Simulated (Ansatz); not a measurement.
# Ca on Ru(0001): change of the work function, part 2 of 3

Aim: the work function of Ru(0001) at several coverages of Ca (fcc site), and the dipole that each adsorbate carries.

Ansatz 0.2.0; plane-wave DFT, PBE, Ansatz PAW.

So far, work function, upper face (eV): step 2 (the clean slab) 5.05.

## 3. Adsorbate added, k-mesh 4×4×1, coverage 0.111 ML

System of this step: Ca/Ru(0001). The cell holds 37 atoms: 36 Ru and 1 Ca. Its edges and angles: a = 8.100 Å, b = 8.100 Å, c = 27.309 Å, α = 90.0°, β = 90.0°, γ = 60.0°. Vacuum lies along c.

The clean slab as it ended is repeated in the plane and the adsorbate is set on one face; the cell's size fixes the coverage, and the k-mesh shrinks with it to keep the sampling density about even. Adsorbate and upper layers relax, since the dipole depends on the height.

The input, input.yaml:

```yaml
crystal:
  lattice:
    - [8.1, 0.0, 0.0]
    - [4.05, 7.0148057706, 0.0]
    - [0.0, 0.0, 27.3087354017]
  atoms:
    - { symbol: Ru, position: [0.2222222222, 0.2222222222, 0.3295648761] }
    - { symbol: Ru, position: [0.0, 0.0, 0.4078694907] }
    - { symbol: Ru, position: [0.2222222222, 0.2222222222, 0.4868840888] }
    - { symbol: Ru, position: [0.0, 0.0, 0.5632376244] }
    - { symbol: Ru, position: [0.2222222222, 0.5555555556, 0.3295648761] }
    - { symbol: Ru, position: [0.0, 0.3333333333, 0.4078694907] }
    - { symbol: Ru, position: [0.2222222222, 0.5555555556, 0.4868840888] }
    - { symbol: Ru, position: [0.0, 0.3333333333, 0.5632376244] }
    - { symbol: Ru, position: [0.2222222222, 0.8888888889, 0.3295648761] }
    - { symbol: Ru, position: [0.0, 0.6666666667, 0.4078694907] }
    - { symbol: Ru, position: [0.2222222222, 0.8888888889, 0.4868840888] }
    - { symbol: Ru, position: [0.0, 0.6666666667, 0.5632376244] }
    - { symbol: Ru, position: [0.5555555556, 0.2222222222, 0.3295648761] }
    - { symbol: Ru, position: [0.3333333333, 0.0, 0.4078694907] }
    - { symbol: Ru, position: [0.5555555556, 0.2222222222, 0.4868840888] }
    - { symbol: Ru, position: [0.3333333333, 0.0, 0.5632376244] }
    - { symbol: Ru, position: [0.5555555556, 0.5555555556, 0.3295648761] }
    - { symbol: Ru, position: [0.3333333333, 0.3333333333, 0.4078694907] }
    - { symbol: Ru, position: [0.5555555556, 0.5555555556, 0.4868840888] }
    - { symbol: Ru, position: [0.3333333333, 0.3333333333, 0.5632376244] }
    - { symbol: Ru, position: [0.5555555556, 0.8888888889, 0.3295648761] }
    - { symbol: Ru, position: [0.3333333333, 0.6666666667, 0.4078694907] }
    - { symbol: Ru, position: [0.5555555556, 0.8888888889, 0.4868840888] }
    - { symbol: Ru, position: [0.3333333333, 0.6666666667, 0.5632376244] }
    - { symbol: Ru, position: [0.8888888889, 0.2222222222, 0.3295648761] }
    - { symbol: Ru, position: [0.6666666667, 0.0, 0.4078694907] }
    - { symbol: Ru, position: [0.8888888889, 0.2222222222, 0.4868840888] }
    - { symbol: Ru, position: [0.6666666667, 0.0, 0.5632376244] }
    - { symbol: Ru, position: [0.8888888889, 0.5555555556, 0.3295648761] }
    - { symbol: Ru, position: [0.6666666667, 0.3333333333, 0.4078694907] }
    - { symbol: Ru, position: [0.8888888889, 0.5555555556, 0.4868840888] }
    - { symbol: Ru, position: [0.6666666667, 0.3333333333, 0.5632376244] }
    - { symbol: Ru, position: [0.8888888889, 0.8888888889, 0.3295648761] }
    - { symbol: Ru, position: [0.6666666667, 0.6666666667, 0.4078694907] }
    - { symbol: Ru, position: [0.8888888889, 0.8888888889, 0.4868840888] }
    - { symbol: Ru, position: [0.6666666667, 0.6666666667, 0.5632376244] }
    - { symbol: Ca, position: [0.1111111111, 0.1111111111, 0.6704351239] }
kpoints:
  mp_grid: { grid: [4, 4, 1] }
hamiltonian:
  xc: pbe
scf:
  occupations: { method: fermi_dirac, width: 0.1 }
  convergence: { dr2_threshold: 1.0e-08 }
efield:
  axis: 3
  dipole_correction: true
  ramp_position: 0.97
  ramp_width: 0.06
relax:
  f_tol: 0.02
  max_steps: 60
  constraints:
    - { sites: [0, 1, 4, 5, 8, 9, 12, 13, 16, 17, 20, 21, 24, 25, 28, 29, 32, 33] }
output:
  write_potential: true
  write_density: true
  volumetric_format: npy
```

Run with:

```sh
$ ansatz run input.yaml --threads 4 --pin off --max-ram 16384MiB --backend cpu --events-out ev --progress --plain --runs-dir out
```

The log of the run:

```text
[...]
Crystal: 37 atoms, lattice volume = 1551.680 Å³
Basis set: ecut = 420 eV, 30397 PW (Γ), exchange–correlation on 120×120×384 points (8 copies of the dense FFT grid, shifted against one another)
Bands: 352, of which v1, the nominal top of the filled ones, is band 293 counted from 1 (292 counted from 0)
Symmetry: 6 space group operations
[...]
k-points: 4 of 16 (time reversal used)
[...]
SCF iter   1: F=—  HF=-213432.740498 eV  |F-HF|=—  |Δ(HF+E_count)|=         —  Δρ=1.15e-2  dr2=3.44e1  ethr=1.77e-3  p=0.894 e·Å  D=1.04e-1 V/Å  ΔV_dip=-2.85 eV  dr2_dipole=1.38e1  V_vac-E_F(+/−)=2.01/4.86 eV  ⟨swp⟩=8.0  Hψ=5903  notcnv=0
[...]
SCF iter  12: F=-213432.286004 eV  HF=-213432.286004 eV  |F-HF|=2.12e-9  |Δ(HF+E_count)|=   4.37e-8  Δρ=2.29e-7  dr2=1.94e-9  ethr=1.71e-12  p=0.854 e·Å  D=9.96e-2 V/Å  ΔV_dip=-2.72 eV  dr2_dipole=6.99e-11  V_vac-E_F(+/−)=2.35/5.07 eV  ⟨swp⟩=10.0  Hψ=9466  notcnv=0
SCF 1 converged in 12 iterations: F = -213432.286004 eV  dr2 = 1.94e-9
[...]
relax step   1: F+E_penalty+E_count = -213432.28600355 eV  Δ(F+E_penalty+E_count) = +0.000e0 eV  max|allowed force component| = 1.741e0 eV/Å  Δτ_max = 0.0000 Å  (12 SCF iters, accepted)
[...]
SCF iter  10: F=-213432.620733 eV  HF=-213432.620733 eV  |F-HF|=7.48e-9  |Δ(HF+E_count)|=   1.13e-7  Δρ=3.04e-7  dr2=2.15e-9  ethr=1.71e-12  p=0.883 e·Å  D=1.03e-1 V/Å  ΔV_dip=-2.81 eV  dr2_dipole=7.87e-12  V_vac-E_F(+/−)=2.27/5.08 eV  ⟨swp⟩=10.0  Hψ=9671  notcnv=0
SCF 2 converged in 10 iterations: F = -213432.620733 eV  dr2 = 2.15e-9
relax step   2: F+E_penalty+E_count = -213432.62073330 eV  Δ(F+E_penalty+E_count) = -3.347e-1 eV  max|allowed force component| = 1.424e0 eV/Å  Δτ_max = 0.1949 Å  (10 SCF iters, accepted)
SCF iter   1: F=—  HF=-213432.885741 eV  |F-HF|=—  |Δ(HF+E_count)|=         —  Δρ=3.76e-3  dr2=1.44e0  ethr=1.31e-3  p=0.883 e·Å  D=1.03e-1 V/Å  ΔV_dip=-2.81 eV  dr2_dipole=3.57e-1  V_vac-E_F(+/−)=2.28/5.09 eV  ⟨swp⟩=7.0  Hψ=3896  notcnv=0
[...]
SCF iter  10: F=-213432.838891 eV  HF=-213432.838891 eV  |F-HF|=1.64e-8  |Δ(HF+E_count)|=   1.63e-7  Δρ=3.22e-7  dr2=1.68e-9  ethr=1.71e-12  p=0.858 e·Å  D=1.00e-1 V/Å  ΔV_dip=-2.73 eV  dr2_dipole=1.51e-14  V_vac-E_F(+/−)=2.35/5.08 eV  ⟨swp⟩=10.0  Hψ=9831  notcnv=0
SCF 3 converged in 10 iterations: F = -213432.838891 eV  dr2 = 1.68e-9
relax step   3: F+E_penalty+E_count = -213432.83889103 eV  Δ(F+E_penalty+E_count) = -2.182e-1 eV  max|allowed force component| = 6.457e-1 eV/Å  Δτ_max = 0.1950 Å  (10 SCF iters, accepted)
[...]
relax step   4: F+E_penalty+E_count = -213432.89139695 eV  Δ(F+E_penalty+E_count) = -5.251e-2 eV  max|allowed force component| = 2.112e-1 eV/Å  Δτ_max = 0.1925 Å  (10 SCF iters, accepted)
[...]
relax step   5: F+E_penalty+E_count = -213432.89608743 eV  Δ(F+E_penalty+E_count) = -4.690e-3 eV  max|allowed force component| = 2.236e-2 eV/Å  Δτ_max = 0.0364 Å  (8 SCF iters, accepted)
SCF iter   1: F=—  HF=-213432.893207 eV  |F-HF|=—  |Δ(HF+E_count)|=         —  Δρ=1.04e-4  dr2=6.05e-4  ethr=6.91e-7  p=0.813 e·Å  D=9.48e-2 V/Å  ΔV_dip=-2.59 eV  dr2_dipole=1.51e-4  V_vac-E_F(+/−)=2.50/5.09 eV  ⟨swp⟩=2.0  Hψ=2200  notcnv=0  defer=2
[...]
SCF iter   6: F=-213432.896252 eV  HF=-213432.896252 eV  |F-HF|=2.80e-8  |Δ(HF+E_count)|=   1.23e-7  Δρ=4.90e-7  dr2=5.37e-9  ethr=1.71e-12  p=0.814 e·Å  D=9.50e-2 V/Å  ΔV_dip=-2.59 eV  dr2_dipole=7.68e-12  V_vac-E_F(+/−)=2.50/5.09 eV  ⟨swp⟩=10.5  Hψ=9933  notcnv=0
SCF 6 converged in 6 iterations: F = -213432.896252 eV  dr2 = 5.37e-9
[...]
relax step   6: F+E_penalty+E_count = -213432.89625243 eV  Δ(F+E_penalty+E_count) = -1.650e-4 eV  max|allowed force component| = 4.099e-3 eV/Å  Δτ_max = 0.0024 Å  (6 SCF iters, accepted)
NSCF: frozen V_eff on 4 k-points
[...]
SCF converged after 6 iterations
Free energy (F): -213432.896252 eV
[...]
Internal energy: -213431.506597 eV  (E = F + TS)
E sigma→0 (E₀):  -213432.201425 eV
Entropy (-TS):   -1.389656 eV (-37.558 meV/atom)
Fermi energy:    5.078109 eV
Dipole field:    D = 0.094972 V/Å  (p = 0.814395 e·Å, saw-weighted, corrected)
Work function:   Φ+ = 2.4953 eV   Φ− = 5.0888 eV
[...]
--- Forces (eV/Å), atoms counted from 1 ---
  atom   1  Ru    -0.01214609    -0.00701255     0.44475039
  atom   2  Ru     0.01454506     0.00839759    -0.42972419
  atom   3  Ru     0.00125358     0.00072375     0.00148628
  atom   4  Ru     0.00326631     0.00188580     0.00409853
  atom   5  Ru    -0.00505275     0.00291721     0.44462075
  atom   6  Ru    -0.00000000    -0.01679519    -0.42972419
  atom   7  Ru     0.00278718    -0.00160918     0.00029632
  atom   8  Ru     0.00000000    -0.00377161     0.00409853
  atom   9  Ru     0.00000000     0.01402510     0.44475039
  atom  10  Ru     0.04491099    -0.02592937    -0.45031304
  atom  11  Ru     0.00000000    -0.00144751     0.00148628
  atom  12  Ru     0.00102208    -0.00059010     0.00197851
  atom  13  Ru     0.00000000    -0.00583442     0.44462075
  atom  14  Ru    -0.01454506     0.00839759    -0.42972419
  atom  15  Ru     0.00000000     0.00321836     0.00029632
  atom  16  Ru    -0.00326631     0.00188580     0.00409853
  atom  17  Ru     0.00505275     0.00291721     0.44462075
  atom  18  Ru     0.04180463     0.02413592    -0.43438962
  atom  19  Ru    -0.00278718    -0.00160918     0.00029632
  atom  20  Ru    -0.00036619    -0.00021142    -0.00298976
  atom  21  Ru     0.01914279    -0.01105209     0.42263518
  atom  22  Ru    -0.00000000    -0.04827183    -0.43438962
  atom  23  Ru    -0.00212551     0.00122716    -0.00131078
  atom  24  Ru     0.00000000     0.00042284    -0.00298976
  atom  25  Ru     0.01214609    -0.00701255     0.44475039
  atom  26  Ru    -0.00000000     0.05185875    -0.45031304
  atom  27  Ru    -0.00125358     0.00072375     0.00148628
  atom  28  Ru    -0.00000000     0.00118019     0.00197851
  atom  29  Ru     0.00000000     0.02210419     0.42263518
  atom  30  Ru    -0.04180463     0.02413592    -0.43438962
  atom  31  Ru     0.00000000    -0.00245433    -0.00131078
  atom  32  Ru     0.00036619    -0.00021142    -0.00298976
  atom  33  Ru    -0.01914279    -0.01105209     0.42263518
  atom  34  Ru    -0.04491099    -0.02592937    -0.45031304
  atom  35  Ru     0.00212551     0.00122716    -0.00131078
  atom  36  Ru    -0.00102208    -0.00059010     0.00197851
  atom  37  Ca     0.00000000    -0.00000000    -0.00346511
  max |Σ_I F_I| component: 4.94e-5 eV/Å
--- Band table (eV) ---
  k-point 0: bands = [... 289 lower, 5.2726, 5.3690, 5.3908, 5.3962, 5.3962, 5.4051, 5.4068, 5.4068, ... 55 higher]
  k-point 1: bands = [... 289 lower, 4.9859, 5.0183, 5.0289, 5.0359, 5.1615, 5.1880, 5.2301, 5.2904, ... 55 higher]
  k-point 2: bands = [... 289 lower, 4.7760, 4.7772, 4.7895, 5.0814, 5.1029, 5.1909, 5.2206, 5.2969, ... 55 higher]
  k-point 3: bands = [... 289 lower, 4.7789, 4.8767, 4.9120, 4.9353, 5.0273, 5.1064, 5.1319, 5.1421, ... 55 higher]
--- Relaxed structure (6 steps of the walk, 6 accepted, 0 SCFs on fresh bases) ---
  F+E_penalty+E_count = -213432.89625243 eV   max|allowed force component| = 4.099e-3 eV/Å
  atoms:
    - { symbol: Ru, position: [0.222222, 0.222222, 0.3295648761] }
    - { symbol: Ru, position: [1.111110e-11, 1.111110e-11, 0.4078694907] }
    - { symbol: Ru, position: [0.222370, 0.222370, 0.486439] }
    - { symbol: Ru, position: [-0.00251706, -0.00251706, 0.563167] }
    - { symbol: Ru, position: [0.222222, 0.555556, 0.3295648761] }
    - { symbol: Ru, position: [1.111114e-11, 0.333333, 0.4078694907] }
    - { symbol: Ru, position: [0.222248, 0.555543, 0.486926] }
    - { symbol: Ru, position: [-0.00251706, 0.338367, 0.563167] }
    - { symbol: Ru, position: [0.222222, 0.888889, 0.3295648761] }
    - { symbol: Ru, position: [-2.222217e-11, 0.666667, 0.4078694907] }
    - { symbol: Ru, position: [0.222370, 0.888594, 0.486439] }
    - { symbol: Ru, position: [0.000310295, 0.666512, 0.563322] }
    - { symbol: Ru, position: [0.555556, 0.222222, 0.3295648761] }
    - { symbol: Ru, position: [0.333333, 1.111110e-11, 0.4078694907] }
    - { symbol: Ru, position: [0.555543, 0.222248, 0.486926] }
    - { symbol: Ru, position: [0.338367, -0.00251706, 0.563167] }
    - { symbol: Ru, position: [0.555556, 0.555556, 0.3295648761] }
    - { symbol: Ru, position: [0.333333, 0.333333, 0.4078694907] }
    - { symbol: Ru, position: [0.555543, 0.555543, 0.486926] }
    - { symbol: Ru, position: [0.332932, 0.332932, 0.563742] }
    - { symbol: Ru, position: [0.555556, 0.888889, 0.3295648761] }
    - { symbol: Ru, position: [0.333333, 0.666667, 0.4078694907] }
    - { symbol: Ru, position: [0.555799, 0.888767, 0.486357] }
    - { symbol: Ru, position: [0.332932, 0.667470, 0.563742] }
    - { symbol: Ru, position: [0.888889, 0.222222, 0.3295648761] }
    - { symbol: Ru, position: [0.666667, -2.222223e-11, 0.4078694907] }
    - { symbol: Ru, position: [0.888594, 0.222370, 0.486439] }
    - { symbol: Ru, position: [0.666512, 0.000310295, 0.563322] }
    - { symbol: Ru, position: [0.888889, 0.555556, 0.3295648761] }
    - { symbol: Ru, position: [0.666667, 0.333333, 0.4078694907] }
    - { symbol: Ru, position: [0.888767, 0.555799, 0.486357] }
    - { symbol: Ru, position: [0.667470, 0.332932, 0.563742] }
    - { symbol: Ru, position: [0.888889, 0.888889, 0.3295648761] }
    - { symbol: Ru, position: [0.666667, 0.666667, 0.4078694907] }
    - { symbol: Ru, position: [0.888767, 0.888767, 0.486357] }
    - { symbol: Ru, position: [0.666512, 0.666512, 0.563322] }
    - { symbol: Ca, position: [0.111111, 0.111111, 0.650513] }
```

Elapsed: 12 min, on 4 threads of Arm Neoverse V1, shared host; peak memory 9.1 GiB.

The steps of the relaxation:

| step | energy less that of the first step (eV) | largest force component (eV/Å) |
| --- | --- | --- |
| 1 | 0.0000 | 1.7409 |
| 2 | -0.3347 | 1.4240 |
| 3 | -0.5529 | 0.6457 |
| 4 | -0.6054 | 0.2112 |
| 5 | -0.6101 | 0.0224 |
| 6 | -0.6102 | 0.0041 |

The run keeps the 6 symmetry operations that the program found, so distortions that break them were not tested.

The atoms that moved most (Å):

| atom | dx | dy | dz | length |
| --- | --- | --- | --- | --- |
| Ca37 | 0.000 | 0.000 | -0.544 | 0.544 |
| Ru4 | -0.031 | -0.018 | -0.002 | 0.035 |
| Ru16 | 0.031 | -0.018 | -0.002 | 0.035 |
| Ru8 | 0.000 | 0.035 | -0.002 | 0.035 |
| Ru20 | -0.005 | -0.003 | 0.014 | 0.015 |
| Ru32 | 0.005 | -0.003 | 0.014 | 0.015 |
| Ru24 | 0.000 | 0.006 | 0.014 | 0.015 |
| Ru23 | 0.001 | -0.001 | -0.014 | 0.015 |

Final coordinates:

```
Ru Ca
1.0
     8.10000    0.00000    0.00000
     4.05000    7.01481    0.00000
     0.00000    0.00000   27.30874
Ru Ca
36 1
Direct
  0.22222 0.22222 0.32956
  0.00000 0.00000 0.40787
  0.22237 0.22237 0.48644
  0.99748 0.99748 0.56317
  0.22222 0.55556 0.32956
  0.00000 0.33333 0.40787
  0.22225 0.55554 0.48693
  0.99748 0.33837 0.56317
  0.22222 0.88889 0.32956
  0.00000 0.66667 0.40787
  0.22237 0.88859 0.48644
  0.00031 0.66651 0.56332
  0.55556 0.22222 0.32956
  0.33333 0.00000 0.40787
  0.55554 0.22225 0.48693
  0.33837 0.99748 0.56317
  0.55556 0.55556 0.32956
  0.33333 0.33333 0.40787
  0.55554 0.55554 0.48693
  0.33293 0.33293 0.56374
  0.55556 0.88889 0.32956
  0.33333 0.66667 0.40787
  0.55580 0.88877 0.48636
  0.33293 0.66747 0.56374
  0.88889 0.22222 0.32956
  0.66667 0.00000 0.40787
  0.88859 0.22237 0.48644
  0.66651 0.00031 0.56332
  0.88889 0.55556 0.32956
  0.66667 0.33333 0.40787
  0.88877 0.55580 0.48636
  0.66747 0.33293 0.56374
  0.88889 0.88889 0.32956
  0.66667 0.66667 0.40787
  0.88877 0.88877 0.48636
  0.66651 0.66651 0.56332
  0.11111 0.11111 0.65051
```

Read from the output:

| Property | Result |
| --- | --- |
| energy at zero smearing | -213432.2014 eV |
| work function, upper face | 2.495 eV |
| work function, lower face | 5.089 eV |
| dipole along the normal | 0.8144 e·Å |
| step between the vacuum levels | -2.594 eV |

Running mean over 2.138 Å of the planar mean; the ramp of the sawtooth is left out. The electron's electrostatic potential energy less the Fermi level by z:

z (Å), electron's electrostatic potential energy less the Fermi level (eV) and a bar from the least value:
```
      3.5        5.1 ##############################
      4.0        5.1 ##############################
      4.5        5.1 ##############################
      5.0        5.1 ##############################
      5.5        5.1 ##############################
      6.0        5.0 ##############################
      6.5        4.8 ##############################
      7.0        4.0 ############################
      7.5        0.8 ########################
      8.0       -6.3 #############
      8.5      -12.3 ####
      9.0      -14.2 #
      9.5      -14.5 #
     10.0      -14.7 #
     10.5      -14.8 #
     11.0      -14.8 #
     11.5      -14.8 #
     12.0      -14.7 #
     12.5      -14.8 #
     13.0      -14.9 #
     13.5      -15.0 
     14.0      -15.2 
     14.5      -15.2 
     15.0      -14.8 #
     15.5      -14.2 ##
     16.0      -11.6 #####
     16.5       -5.4 ###############
     17.0        0.0 #######################
     17.5        1.6 #########################
     18.0        1.6 #########################
     18.5        1.7 #########################
     19.0        2.0 #########################
     19.5        2.3 ##########################
     20.0        2.4 ##########################
     20.5        2.5 ##########################
     21.0        2.5 ##########################
     21.5        2.5 ##########################
     22.0        2.5 ##########################
     22.5        2.5 ##########################
     23.0        2.5 ##########################
     23.5        2.5 ##########################
     24.0        2.5 ##########################
```

The relaxation took 6 steps and lowered the energy by 0.61 eV; the largest force on the free atoms ends at 0.0041 eV/Å.

The covered face has 2.50 eV, -2.55 eV against the clean one; the bare back face has moved by +0.01 eV, a measure of how thin the slab is.

(Continued in part 3 of 3.)

[Long decimals in the printed logs are rounded to 6 places.]

[Logs are printed without paths, hosts, clocks, repeated set-up lines and the standing remarks that a program may print on its own settings, such as how far it seeks lower states.]

[Hosts, paths, dates, database ids (printed as entryN), source tags and the programs' standing remarks are cut or masked in the printed files.]

[Maps of the electrostatic potential energy from Ansatz leave out the sawtooth potential of an applied field or a dipole correction, so their vacuum need not be flat; planar profiles and work functions include it.]
